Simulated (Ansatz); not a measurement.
Rows from a G0W0 calculation on Bi2Te3 (Tellurobismuthite) (Ansatz 0.2.0; G0W0 on PBE, plane waves, PAW; PAW set soft_1; 6×6×6 mesh, 384 empty bands, screening to 100 eV, PAW set soft_1 files), in eV. Spin-orbit coupling is left out.

```
row  k  band  start       Σx  Σc at the solution      Vxc
  A  Γ    v2  8.454  -15.227               1.039  -13.880
  B  Γ    c1  9.614  -10.063              -2.800  -12.839
  C  Γ    v1  9.320  -14.536              -0.007  -14.334
  D  Γ    c2  9.974  -10.145              -2.786  -12.881
```

Q: Give the quasiparticle energies and the shift of each level.

The quasiparticle equation reads E = start + Σx + Σc(E) − Vxc.

```
row  E (eV)  shift (eV)
  A   8.146      −0.308
  B   9.590      −0.024
  C   9.110      −0.209
  D   9.924      −0.050
```

The gap over the computed points goes from 0.29 eV to 0.48 eV.

Limits: not at the basis limit; model gap, bands may invert with spin-orbit coupling; mesh may overstate the screening; no spin-orbit coupling.

[Paths, hosts, dates, memory and timing lines, banners, echoed tables and standing remarks are left out of the program output.]

[Logs are printed without paths, hosts, clocks, repeated set-up lines and the standing remarks that a program may print on its own settings, such as how far it seeks lower states.]

[Runs of the session that timed out or met a known fault of the program may be left out.]

[Cells called generated may have been cut or substituted from an entry of the Crystallography Open Database or the Materials Project.]

[Hosts, paths, dates, database ids (printed as entryN), source tags and the programs' standing remarks are cut or masked in the printed files.]
